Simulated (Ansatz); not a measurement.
# SrPdN (built on the sites of a database entry of BaAsPd): following an unstable mode, part 2 of 3

Wanted: the energy along a soft mode of SrPdN (built on the sites of a database entry of BaAsPd) and the structure at the end.

Ansatz 0.2.0; DFT PBE+D3(BJ), scalar-relativistic, plane waves, PAW.

So far, highest frequency on the path or at a solved wavevector (cm⁻¹): step 2 (phonons on a q mesh) 371. Also lowest frequency on the path (cm⁻¹): step 2 -129.

The structure was built from a prototype and need not be the compound's stable phase.

### Step 3. The mode frozen in, largest atomic shift 0 Å

The mode followed lies at q = (0.333, 0.333, 0) with frequency 129.0i cm⁻¹, the softest among the wavevectors solved. At small amplitude the distorted cell has space group no. 150 by a symmetry search on the positions. The undistorted cell that holds it gives the zero of energy on the same k mesh.

System of this step: SrPdN (built on the sites of a database entry of BaAsPd). The structure is hexagonal, space group P-6m2 (No. 187). Conventional cell: a = 3.771 Å, b = 3.771 Å, c = 4.061 Å, α = 90.00°, β = 90.00°, γ = 120.00°. Nearest to Sr lie 6 Pd at 2.98 Å and 6 N at 2.98 Å. Nearest to N lie 3 Pd at 2.18 Å and 6 Sr at 2.98 Å. Pd has 3 N at 2.18 Å nearest. Farther neighbours and most contacts between anions are not listed.

Input file input.yaml:

```yaml
crystal:
  lattice:
    - [0.0, 0.0, -4.0614150488]
    - [-5.6560724437, -3.2655349479, 0.0]
    - [-5.6560724437, 3.2655349479, 0.0]
  atoms:
    - { symbol: Sr, position: [1.0, 0.6666666667, 0.6666666667] }
    - { symbol: Sr, position: [1.0, 0.3333333333, 0.3333333333] }
    - { symbol: Sr, position: [1.0, 1.0, 0.0] }
    - { symbol: "N", position: [0.5, 0.3333333333, 0.6666666667] }
    - { symbol: "N", position: [0.5, 0.0, 0.3333333333] }
    - { symbol: "N", position: [0.5, 0.6666666667, 1.0] }
    - { symbol: Pd, position: [0.5, 0.3333333333, 0.0] }
    - { symbol: Pd, position: [0.5, 0.0, 0.6666666667] }
    - { symbol: Pd, position: [0.5, 0.6666666667, 0.3333333333] }
kpoints:
  mp_grid: { grid: [10, 6, 6] }
hamiltonian:
  xc: pbe
  dispersion: d3bj
scf:
  occupations: { method: methfessel_paxton, width: 0.2 }
output:
  forces: true
  stress: true
  eigenvalues: true
```

Launch:

```console
$ ansatz run input.yaml --threads 8 --pin off --max-ram 14336MiB --backend cpu --events-out ev --progress --plain --runs-dir out
```

Numbers of over 12 decimals in the logs are rounded to 6 here.

The log of the run:

```text
[...]
Crystal: 9 atoms, lattice volume = 150.030 Å³
Basis set: ecut = 420 eV, 2917 PW (Γ), exchange–correlation on 60×90×90 points (8 copies of the dense FFT grid, shifted against one another)
Bands: 60, of which v1, the nominal top of the filled ones, is band 50 counted from 1 (49 counted from 0)
Symmetry: 36 space group operations
[...]
k-point 0: bands = [... 46 lower, 11.3997, 13.1426, 13.1426, 13.4135, 14.4417, 14.4417, 15.7543, 16.2012, ... 6 higher]
  k-point 1: bands = [... 46 lower, 11.5731, 12.9675, 13.0119, 13.4085, 14.2898, 14.4993, 15.7827, 16.4250, ... 6 higher]
  k-point 2: bands = [... 46 lower, 12.2001, 12.5609, 12.8241, 13.0069, 13.7621, 15.0846, 15.8906, 15.8958, ... 6 higher]
  k-point 41: bands = [... 46 lower, 12.0316, 12.0316, 12.6413, 12.6413, 12.6413, 14.2843, 14.2843, 14.2843, ... 6 higher]
[key lines of the parts left out:]
SCF converged after 8 iterations
Free energy (F): -32707.000016 eV
Fermi energy:    13.012728 eV
P = ⅓ Tr σ = -0.0413 GPa (-0.413 kbar)
```

Elapsed: 3.9 s, on 8 threads of Arm Neoverse V2, shared host; peak memory 0.74 GiB; 29 s of CPU time.

This run has no spin polarisation although its electron count is odd.

This step gave:

| Item | Value |
| --- | --- |
| pressure | -0.04126 GPa |
| energy from the undistorted cell | 0 meV/atom |

### Step 4. The mode frozen in, largest atomic shift 0.32 Å

The atoms are moved along the unstable eigenvector, the largest shift by 0.32 Å, with the cell fixed.

input.yaml, the sections that differ from step 3:

```yaml
crystal:
  lattice:
    - [0.0, 0.0, -4.0614150488]
    - [-5.6560724437, -3.2655349479, 0.0]
    - [-5.6560724437, 3.2655349479, 0.0]
  atoms:
    - { symbol: Sr, position: [0.9999999392, 0.6666666667, 0.6666666667] }
    - { symbol: Sr, position: [1.0, 0.3333333333, 0.3333333333] }
    - { symbol: Sr, position: [1.0000000608, 1.0, 0.0] }
    - { symbol: "N", position: [0.5, 0.3333333333, 0.6666666667] }
    - { symbol: "N", position: [0.5787902729, 0.0, 0.3333333333] }
    - { symbol: "N", position: [0.4212097271, 0.6666666667, 1.0] }
    - { symbol: Pd, position: [0.5, 0.3333333333, 0.0] }
    - { symbol: Pd, position: [0.4999999882, 0.0, 0.6666666667] }
    - { symbol: Pd, position: [0.5000000118, 0.6666666667, 0.3333333333] }
# kpoints, hamiltonian, scf, output: as in step 3
```

The log of the run:

```text
[...]
Crystal: 9 atoms, lattice volume = 150.030 Å³
Basis set: ecut = 420 eV, 2917 PW (Γ), exchange–correlation on 60×90×90 points (8 copies of the dense FFT grid, shifted against one another)
Bands: 60, of which v1, the nominal top of the filled ones, is band 50 counted from 1 (49 counted from 0)
Symmetry: 6 space group operations
[...]
k-points: 54 of 360 (time reversal used)
[...]
k-point 0: bands = [... 46 lower, 11.7812, 12.6999, 12.9942, 13.5358, 14.1500, 14.1500, 15.8519, 16.2124, ... 6 higher]
  k-point 1: bands = [... 46 lower, 11.9179, 12.5490, 12.8424, 13.5208, 14.0590, 14.2999, 15.8135, 16.2849, ... 6 higher]
  k-point 2: bands = [... 46 lower, 12.1833, 12.3316, 12.5969, 13.1760, 13.6431, 14.9610, 15.8472, 15.8960, ... 6 higher]
  k-point 53: bands = [... 46 lower, 12.1026, 12.1026, 12.5835, 12.6039, 12.6039, 14.2566, 14.2566, 14.3726, ... 6 higher]
[key lines of the parts left out:]
SCF converged after 8 iterations
Free energy (F): -32707.035217 eV
Fermi energy:    12.999495 eV
P = ⅓ Tr σ = -0.0380 GPa (-0.380 kbar)
```

It took 5 s on 8 threads; peak memory 0.79 GiB.

Numbers from this step:

* pressure: -0.03796 GPa
* energy from the undistorted cell: -4.237 meV/atom

The energy, extrapolated to zero smearing, is -4.24 meV/atom against the undistorted cell.

The run ends at a pressure of -0.04 GPa, with forces up to 0.12 eV/Å.

### Step 5. Energy along the mode, all amplitudes (two of the runs are shown above)

An imaginary frequency means negative curvature, so the energy should fall and then rise again as anharmonic terms take over.

This step gave:

```
depth at the lowest point sampled  : 4.237 meV/atom
largest atomic shift at that point : 0.32 Å
```

Energy from the parent against largest atomic shift:

```
largest atomic shift (Å)  energy from the parent (meV/atom)
                   0.000                                  0
                   0.040                             -0.199
                   0.080                             -0.762
                   0.140                              -2.08
                   0.220                              -3.87
                   0.320                              -4.24
                   0.450                               1.58
                   0.600                               21.4
```

Displacement at unit largest shift by atom:

```
atom  x (Å)  y (Å)  z (Å)  size
 Sr1   0.00   0.00   0.00  0.00
 Sr2   0.00   0.00   0.00  0.00
 Sr3   0.00   0.00   0.00  0.00
  N4   0.00   0.00   0.00  0.00
  N5   0.00   0.00  -1.00  1.00
  N6   0.00   0.00   1.00  1.00
 Pd7   0.00   0.00   0.00  0.00
 Pd8   0.00   0.00   0.00  0.00
 Pd9   0.00   0.00   0.00  0.00
```

The lowest of the steps tried is at 0.32 Å, 4.24 meV/atom below the parent; the bottom of the well need not coincide with a step.

### Step 6. Relaxing from the distorted cell

Starting from the lowest point found, all atoms and the cell are let go, so that strain and other modes of the same symmetry can join in.

input.yaml: that of step 4 with these lines changed.

```diff
@@ -26 +26,10 @@
   eigenvalues: true
+  write_density: true
+  write_potential: true
+  elf: true
+  volumetric_format: npy
+relax:
+  adjacent_minimum: "off"
+  f_tol: 0.002
+  max_steps: 120
+  cell: { stress_tol: 0.03 }
```

The log of the run:

```text
[...]
Crystal: 9 atoms, lattice volume = 150.030 Å³
Basis set: ecut = 420 eV, 2917 PW (Γ), exchange–correlation on 60×90×90 points (8 copies of the dense FFT grid, shifted against one another)
Bands: 60, of which v1, the nominal top of the filled ones, is band 50 counted from 1 (49 counted from 0)
Symmetry: 6 space group operations
[...]
k-points: 54 of 360 (time reversal used)
[...]
SCF iter   1: F=—  HF=-32707.060037 eV  |F-HF|=—  |Δ(HF+E_count)|=         —  Δρ=9.25e-3  dr2=1.62e-1  ethr=1.77e-3  ⟨swp⟩=8.7  Hψ=14747  notcnv=0
[...]
SCF iter   8: F=-32707.035217 eV  HF=-32707.035217 eV  |F-HF|=1.75e-10  |Δ(HF+E_count)|=   1.44e-7  S|Δr|=    0.00e0  Δρ=4.18e-6  dr2=2.97e-8  ethr=1.01e-10  ⟨swp⟩=16.1  Hψ=26110  notcnv=0
SCF 1 converged in 8 iterations: F = -32707.035217 eV  dr2 = 2.97e-8
[...]
relax step   1: F+E_penalty+E_count = -32707.03521663 eV  Δ(F+E_penalty+E_count) = +0.000e0 eV  max|allowed force component| = 1.161e-1 eV/Å  Δτ_max = 0.0000 Å  P = -0.038 GPa  Ω = 150.030 Å³  (8 SCF iters, dr2 threshold 1.00e-7 eV, accepted)
Crystal: 9 atoms, lattice volume = 151.796 Å³
Basis set: ecut = 420 eV, 2941 PW (Γ), exchange–correlation on 60×90×90 points (8 copies of the dense FFT grid, shifted against one another)
[...]
iter 1 solved again at ethr=2.62e-5 eV; its pass at ethr=3.10e-3 eV (dr2=2.59e-2 eV) is discarded
[...]
SCF iter   7: F=-32707.035185 eV  HF=-32707.035185 eV  |F-HF|=1.44e-8  |Δ(HF+E_count)|=   1.38e-7  S|Δr|=    0.00e0  Δρ=8.96e-6  dr2=2.31e-7  ethr=9.09e-10  ⟨swp⟩=13.5  Hψ=26738  notcnv=0
SCF 2 converged in 7 iterations: F = -32707.035185 eV  dr2 = 2.31e-7
relax step   2: F+E_penalty+E_count = -32707.03518486 eV  Δ(F+E_penalty+E_count) = +3.177e-5 eV  max|allowed force component| = 1.352e-1 eV/Å  Δτ_max = 0.0127 Å  P = -0.834 GPa  Ω = 151.796 Å³  energy of the carried Pulay correction = -2.210e-3 eV  (7 SCF iters, dr2 threshold 9.00e-7 eV, accepted)
Crystal: 9 atoms, lattice volume = 150.447 Å³
[...]
SCF iter   6: F=-32707.045271 eV  HF=-32707.045271 eV  |F-HF|=2.18e-9  |Δ(HF+E_count)|=   6.13e-8  S|Δr|=    0.00e0  Δρ=7.37e-6  dr2=1.42e-7  ethr=9.09e-10  ⟨swp⟩=13.1  Hψ=25976  notcnv=0
SCF 3 converged in 6 iterations: F = -32707.045271 eV  dr2 = 1.42e-7
relax step   3: F+E_penalty+E_count = -32707.04527107 eV  Δ(F+E_penalty+E_count) = -1.009e-2 eV  max|allowed force component| = 1.039e-1 eV/Å  Δτ_max = 0.0044 Å  P = -0.093 GPa  Ω = 150.447 Å³  energy of the carried Pulay correction = -5.249e-4 eV  (6 SCF iters, dr2 threshold 9.00e-7 eV, accepted)
[... from here on, the SCF cycles and remarks between the steps are left out ...]
relax step   4: F+E_penalty+E_count = -32707.04960704 eV  Δ(F+E_penalty+E_count) = -4.336e-3 eV  max|allowed force component| = 8.479e-2 eV/Å  Δτ_max = 0.0128 Å  P = +0.101 GPa  Ω = 150.092 Å³  energy of the carried Pulay correction = -7.894e-5 eV  (7 SCF iters, dr2 threshold 6.75e-7 eV, accepted)
relax step   5: F+E_penalty+E_count = -32707.05992533 eV  Δ(F+E_penalty+E_count) = -1.032e-2 eV  max|allowed force component| = 3.396e-2 eV/Å  Δτ_max = 0.0558 Å  P = +0.252 GPa  Ω = 149.906 Å³  energy of the carried Pulay correction = +1.559e-4 eV  (8 SCF iters, dr2 threshold 4.49e-7 eV, accepted)
relax step   6: F+E_penalty+E_count = -32707.06320985 eV  Δ(F+E_penalty+E_count) = -3.285e-3 eV  max|allowed force component| = 2.058e-2 eV/Å  Δτ_max = 0.0345 Å  P = +0.069 GPa  Ω = 150.335 Å³  energy of the carried Pulay correction = -3.836e-4 eV  (8 SCF iters, dr2 threshold 4.26e-7 eV, accepted)
relax step   7: F+E_penalty+E_count = -32707.06392213 eV  Δ(F+E_penalty+E_count) = -7.123e-4 eV  max|allowed force component| = 2.121e-2 eV/Å  Δτ_max = 0.0421 Å  P = +0.058 GPa  Ω = 150.601 Å³  energy of the carried Pulay correction = -7.179e-4 eV  (9 SCF iters, dr2 threshold 4.35e-8 eV, accepted)
relax step   8: F+E_penalty+E_count = -32707.06415348 eV  Δ(F+E_penalty+E_count) = -2.313e-4 eV  max|allowed force component| = 1.257e-3 eV/Å  Δτ_max = 0.0071 Å  P = -0.042 GPa  Ω = 150.682 Å³  energy of the carried Pulay correction = -8.198e-4 eV  (8 SCF iters, dr2 threshold 2.81e-8 eV, accepted)
relax step   9: F+E_penalty+E_count = -32707.06430325 eV  Δ(F+E_penalty+E_count) = -1.498e-4 eV  max|allowed force component| = 2.377e-3 eV/Å  Δτ_max = 0.0025 Å  P = +0.061 GPa  Ω = 150.556 Å³  energy of the carried Pulay correction = -6.618e-4 eV  (7 SCF iters, dr2 threshold 1.03e-8 eV, rejected (line search))
relax step  10: F+E_penalty+E_count = -32707.06423595 eV  Δ(F+E_penalty+E_count) = -8.246e-5 eV  max|allowed force component| = 9.239e-4 eV/Å  Δτ_max = 0.0015 Å  P = -0.004 GPa  Ω = 150.636 Å³  energy of the carried Pulay correction = -7.614e-4 eV  (9 SCF iters, accepted)
relax step  11: F+E_penalty+E_count = -32707.06532460 eV  Δ(F+E_penalty+E_count) = -1.089e-3 eV  max|allowed force component| = 8.809e-4 eV/Å  Δτ_max = 0.0000 Å  P = +0.006 GPa  Ω = 150.636 Å³  stress off target by 4.73e-2 GPa  SCF on the basis re-selected at this cell (its energy is not comparable with the rows above)  (6 SCF iters)
relax step  12: F+E_penalty+E_count = -32707.06526181 eV  Δ(F+E_penalty+E_count) = +6.279e-5 eV  max|allowed force component| = 2.557e-3 eV/Å  Δτ_max = 0.0016 Å  P = -0.016 GPa  Ω = 150.685 Å³  energy of the carried Pulay correction = -7.511e-5 eV  (6 SCF iters, dr2 threshold 5.60e-9 eV, accepted)
relax step  13: F+E_penalty+E_count = -32707.06530029 eV  Δ(F+E_penalty+E_count) = -3.848e-5 eV  max|allowed force component| = 1.195e-4 eV/Å  Δτ_max = 0.0007 Å  P = -0.000 GPa  Ω = 150.661 Å³  energy of the carried Pulay correction = -4.166e-5 eV  (6 SCF iters, dr2 threshold 2.57e-9 eV, accepted)
[...]
SCF iter   6: F=-32707.065365 eV  HF=-32707.065365 eV  |F-HF|=1.09e-11  |Δ(HF+E_count)|=    0.00e0  S|Δr|=    0.00e0  Δρ=1.09e-7  dr2=1.65e-11  ethr=1.00e-12  ⟨swp⟩=8.7  Hψ=16712  notcnv=0
SCF 14 converged in 6 iterations: F = -32707.065365 eV  dr2 = 1.65e-11
[...]
relax step  14: F+E_penalty+E_count = -32707.06536466 eV  Δ(F+E_penalty+E_count) = -6.436e-5 eV  max|allowed force component| = 1.065e-4 eV/Å  Δτ_max = 0.0000 Å  P = -0.000 GPa  Ω = 150.661 Å³  stress off target by 3.08e-4 GPa  SCF on the basis re-selected at this cell (its energy is not comparable with the rows above)  (6 SCF iters)
[...]
SCF converged after 6 iterations
[...]
Free energy (F): -32707.065365 eV
[...]
Internal energy: -32707.077363 eV  (E = F + TS)
E sigma→0 (E₀):  -32707.068364 eV
Entropy (-TS):   0.011998 eV (1.333 meV/atom)
Fermi energy:    12.989883 eV
[...]
--- Forces (eV/Å), atoms counted from 1 ---
  atom   1  Sr     0.00007191     0.00004152    -0.00000000
  atom   2  Sr    -0.00007191     0.00004152    -0.00000000
  atom   3  Sr    -0.00000000    -0.00008304    -0.00000000
  atom   4  N      0.00000000    -0.00000000     0.00000000
  atom   5  N      0.00000000    -0.00000000    -0.00010650
  atom   6  N     -0.00000000    -0.00000000     0.00010650
  atom   7  Pd    -0.00003548     0.00002049    -0.00000000
  atom   8  Pd     0.00003548     0.00002049    -0.00000000
  atom   9  Pd    -0.00000000    -0.00004097     0.00000000
  max |Σ_I F_I| component: 3.24e-17 eV/Å
--- Stress (GPa, compression-positive) ---
       -0.000289       0.000000      -0.000000
        0.000000      -0.000289       0.000000
       -0.000000       0.000000       0.000308
  P = ⅓ Tr σ = -0.0001 GPa (-0.001 kbar)
--- Band table (eV; the first three rows and the last of 54) ---
  k-point 0: bands = [... 46 lower, 11.7880, 12.6047, 12.7399, 13.6928, 13.9926, 13.9926, 15.6979, 16.1339, ... 6 higher]
  k-point 1: bands = [... 46 lower, 11.9166, 12.4525, 12.5710, 13.6115, 13.9273, 14.2404, 15.6528, 16.0715, ... 6 higher]
  k-point 2: bands = [... 46 lower, 12.1511, 12.2531, 12.3721, 13.2512, 13.5766, 14.9288, 15.6445, 15.6732, ... 6 higher]
  k-point 53: bands = [... 46 lower, 12.0839, 12.0839, 12.3746, 12.6892, 12.6892, 14.0546, 14.3717, 14.3717, ... 6 higher]
--- Relaxed structure (12 steps of the walk, 11 accepted, 2 SCFs on fresh bases) ---
  F+E_penalty+E_count = -32707.06536466 eV   max|allowed force component| = 1.065e-4 eV/Å   (the final SCF, on the basis selected at the relaxed cell)
  cell:  # Å, volume = 150.6606 Å³
    - [0, 0, -4.106360]
    - [-5.636852, -3.254438, 0]
    - [-5.636852, 3.254438, 0]
  atoms:
    - { symbol: Sr, position: [1.0, 0.649980, 0.666667] }
    - { symbol: Sr, position: [1.0, 0.333333, 0.350020] }
    - { symbol: Sr, position: [1.0, 1.016687, -0.016687] }
    - { symbol: N, position: [0.5, 0.333333, 0.666667] }
    - { symbol: N, position: [0.596713, -2.7755575615628914e-17, 0.333333] }
    - { symbol: N, position: [0.403287, 0.666667, 1.0] }
    - { symbol: Pd, position: [0.5, 0.333333, 0.022095] }
    - { symbol: Pd, position: [0.5, -0.022095, 0.666667] }
    - { symbol: Pd, position: [0.5, 0.688762, 0.311238] }
```

Elapsed: 88 s, on 8 threads; peak memory 0.9 GiB; 11 min of CPU time.

The steps of the relaxation:

```
step  energy less that of the first step (eV)  largest force component (eV/Å)  pressure (GPa)  volume (Å³)
   1                                   0.0000                          0.1161           -0.04       150.03
   2                                   0.0000                          0.1351           -0.83       151.80
   3                                  -0.0101                          0.1039           -0.09       150.45
   4                                  -0.0144                          0.0848            0.10       150.09
   5                                  -0.0247                          0.0340            0.25       149.91
   6                                  -0.0280                          0.0206            0.07       150.33
   7                                  -0.0287                          0.0212            0.06       150.60
   8                                  -0.0289                          0.0013           -0.04       150.68
   9                                  -0.0291                          0.0024            0.06       150.56
  10                                  -0.0290                          0.0009            0.00       150.64
 11*                                  -0.0301                          0.0009            0.01       150.64
  12                                  -0.0300                          0.0026           -0.02       150.69
  13                                  -0.0301                          0.0001            0.00       150.66
 14*                                  -0.0301                          0.0001            0.00       150.66
```

Relaxation steps marked * repeat the geometry before them on a plane-wave basis chosen anew for their cell, so energy and pressure can jump there. Relaxation step 9 was tried and not accepted.

The run keeps the 6 symmetry operations that it works with, so distortions that break them were not tested.

```
     cell as run  before  after  change
           a (Å)   4.061  4.106  +1.1 %
           b (Å)   6.531  6.509  -0.3 %
           c (Å)   6.531  6.509  -0.3 %
volume (Å³/atom)   16.67  16.74  +0.4 %
```

The atoms that moved most (Å, as changes of fractional coordinates times the final cell):

```
atom      dx      dy      dz  length
 Pd8   0.125   0.072   0.000   0.144
 Pd9   0.000  -0.144   0.000   0.144
 Pd7  -0.125   0.072   0.000   0.144
 Sr1   0.094   0.054   0.000   0.109
 Sr3   0.000  -0.109   0.000   0.109
 Sr2  -0.094   0.054   0.000   0.109
  N6   0.000   0.000   0.074   0.074
  N5   0.000   0.000  -0.074   0.074
```

The relaxed structure:

```
Sr N Pd
1.0
     0.00000    0.00000   -4.10636
    -5.63685   -3.25444    0.00000
    -5.63685    3.25444    0.00000
Sr N Pd
3 3 3
Direct
  0.00000 0.64998 0.66667
  0.00000 0.33333 0.35002
  0.00000 0.01669 0.98331
  0.50000 0.33333 0.66667
  0.59671 0.00000 0.33333
  0.40329 0.66667 0.00000
  0.50000 0.33333 0.02210
  0.50000 0.97790 0.66667
  0.50000 0.68876 0.31124
```

This step gave:

```
pressure        : -9.01e-5 GPa
volume per atom : 16.74 Å³
```

(Part 2 of 3 ends here.)

[Logs are printed without paths, hosts, clocks, repeated set-up lines and the standing remarks that a program may print on its own settings, such as how far it seeks lower states.]

[Hosts, paths, dates, database ids (printed as entryN), source tags and the programs' standing remarks are cut or masked in the printed files.]
